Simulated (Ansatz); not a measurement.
An input for Ansatz 0.2.0 (Cs2LiScF6 (Fm-3m)):

```yaml
crystal:
  lattice:
    - [0.0, 4.3957373378, 4.3957373378]
    - [4.3957373378, 0.0, 4.3957373378]
    - [4.3957373378, 4.3957373378, 0.0]
  atoms:
    - { symbol: Cs, position: [0.75, 0.75, 0.75] }
    - { symbol: Cs, position: [0.25, 0.25, 0.25] }
    - { symbol: Li, position: [0.5, 0.5, 0.5] }
    - { symbol: Sc, position: [0.0, 0.0, 0.0] }
    - { symbol: F, position: [0.76533224, 0.23466776, 0.23466776] }
    - { symbol: F, position: [0.23466776, 0.23466776, 0.76533224] }
    - { symbol: F, position: [0.23466776, 0.76533224, 0.76533224] }
    - { symbol: F, position: [0.23466776, 0.76533224, 0.23466776] }
    - { symbol: F, position: [0.76533224, 0.23466776, 0.76533224] }
    - { symbol: F, position: [0.76533224, 0.76533224, 0.23466776] }
kpoints:
  mp_grid: { grid: [2, 2, 2] }
hamiltonian:
  xc: pbe
  pseudopotentials: { kind: all_electron }
scf:
  occupations: { method: fixed }
gw:
  n_empty_bands: 708
  ecut_chi: 150.0
  qp_bands: [v6, c3]
  qp_kpoints: [[0, 0, 0]]
  screening: { model: contour_deformation }
```

```sh
ansatz run input.yaml --threads 2 --pin off --max-ram 92160MiB --backend cuda --events-out ev --progress --plain --runs-dir out --devices 1 --max-vram 13GiB
```

**Question.** Estimate wall time and host memory on 1 × NVIDIA H100 80GB HBM3 (shared by 6 runs) with 2 threads of AMD EPYC 7R13 (Zen 3), shared host.

It took 81 s; on shared hardware allow 41 s to 2.7 min. Peak host memory was 7.4 GiB. The sizes that set the cost: 72929 plane waves a state, 3 irreducible k points, 802 bands summed, 725 plane waves in the screening and 15 SCF cycles.

The screening grows as filled bands × empty bands × pairs of k points, times the square of the screening basis for the matrix.

[Paths, hosts, dates, memory and timing lines, banners, echoed tables and standing remarks are left out of the program output.]

[Logs are printed without paths, hosts, clocks, repeated set-up lines and the standing remarks that a program may print on its own settings, such as how far it seeks lower states.]

[Runs of the session that timed out or met a known fault of the program may be left out.]

[Cells called generated may have been cut or substituted from an entry of the Crystallography Open Database or the Materials Project.]

[Hosts, paths, dates, database ids (printed as entryN), source tags and the programs' standing remarks are cut or masked in the printed files.]
